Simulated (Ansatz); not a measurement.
Records of electronic-structure calculations.

Al2O3 (Corundum): band gap by G0W0 on PBE. The structure is trigonal, space group R-3c (No. 167). The conventional cell has a = 4.760 Å, b = 4.760 Å, c = 12.996 Å, α = 90.00°, β = 90.00°, γ = 120.00°. Nearest to Al lie 6 O at 1.85 to 1.97 Å. O has 4 Al at 1.85 to 1.97 Å nearest. Farther neighbours and most contacts between anions are not listed. The calculation used DFT, PBE, plane waves, PAW; PAW set soft_1 (and 1 further level or step) in Ansatz 0.2.0, with cutoff 420 eV, 6×6×6 k-mesh, smearing width 0.02 eV, PAW set soft 1 in one of its runs. The PBE gap over mesh and path is 6.219 eV, direct, at k = Γ, the G0W0@PBE gap over 11 of 13 irreducible mesh points is 9.079 eV, direct, at k = Γ and the estimated limit in bands and cutoff, on this mesh is 9.159 eV. The GW settings are 4×4×4 mesh, 1430 empty bands, screening to 380 eV, hard PAW files. The known limits are finite bands, screening cutoff and k mesh; no spin-orbit coupling in G0W0. It took 2 runs, 1.9 min in all on 1 × NVIDIA H100 80GB HBM3 (shared by 3 runs) with 4 threads of AMD EPYC 7R13 (Zen 3), shared host (the runs of this entry). Over 11 of 13 irreducible mesh points the G0W0 gap is 9.079 eV, direct, at k = Γ. The PBE gap of this run on the mesh is 6.225 eV. The two states that bound the G0W0 gap lie that far apart at the start, so the correction of the gap is 9.079 − 6.225 = +2.854 eV. The valence state moves by 7.452 − 9.339 = −1.887 eV and the conduction state by 16.532 − 15.563 = +0.969 eV, on the run's own scale; with 262 bands the edge states move by −1.194 and +1.290 eV, so the split between the edges depends on the bands and cutoff. The cell and positions come from the Crystallography Open Database and are kept as given unless a step says otherwise. From 262 bands and 110 eV to 1470 bands and 380 eV the gap moves by 9.079 − 8.709 = +0.370 eV (rung by rung 8.709, 8.936, 9.028, 9.079 eV); bands and screening cutoff rise together, so their parts are not told apart. A line in one over the bands through the two highest rungs gives 9.079 + (9.079 − 9.028) × 896 / (1470 − 896) = 9.159 eV, and through the pair below 9.028 + (9.028 − 8.936) × 545 / (896 − 545) = 9.171 eV. The two agree within 0.03 eV and the same two states bound the gap in each rung, so 9.159 eV is taken as an estimate of the limit on this mesh. The differences hold parts that these runs do not separate: finite bands, cutoffs and mesh, points of the zone that were not corrected, the start of G0W0, spin-orbit coupling missing from it, static nuclei, no electron-hole attraction, and what each experiment reads as the gap. How much each gives is not known from the steps shown.

```
Al O
1.0
     2.38025    1.37424    4.33187
    -2.38025    1.37424    4.33187
     0.00000   -2.74848    4.33187
Al O
4 6
Direct
  0.35216 0.35216 0.35216
  0.14784 0.14784 0.14784
  0.64784 0.64784 0.64784
  0.85216 0.85216 0.85216
  0.55668 0.94332 0.25000
  0.25000 0.55668 0.94332
  0.94332 0.25000 0.55668
  0.44332 0.05668 0.75000
  0.75000 0.44332 0.05668
  0.05668 0.75000 0.44332
```

[Paths, hosts, dates, memory and timing lines, banners, echoed tables and standing remarks are left out of the program output.]

[Logs are printed without paths, hosts, clocks, repeated set-up lines and the standing remarks that a program may print on its own settings, such as how far it seeks lower states.]

[Runs of the session that timed out or met a known fault of the program may be left out.]

[Cells called generated may have been cut or substituted from an entry of the Crystallography Open Database or the Materials Project.]

[Hosts, paths, dates, database ids (printed as entryN), source tags and the programs' standing remarks are cut or masked in the printed files.]
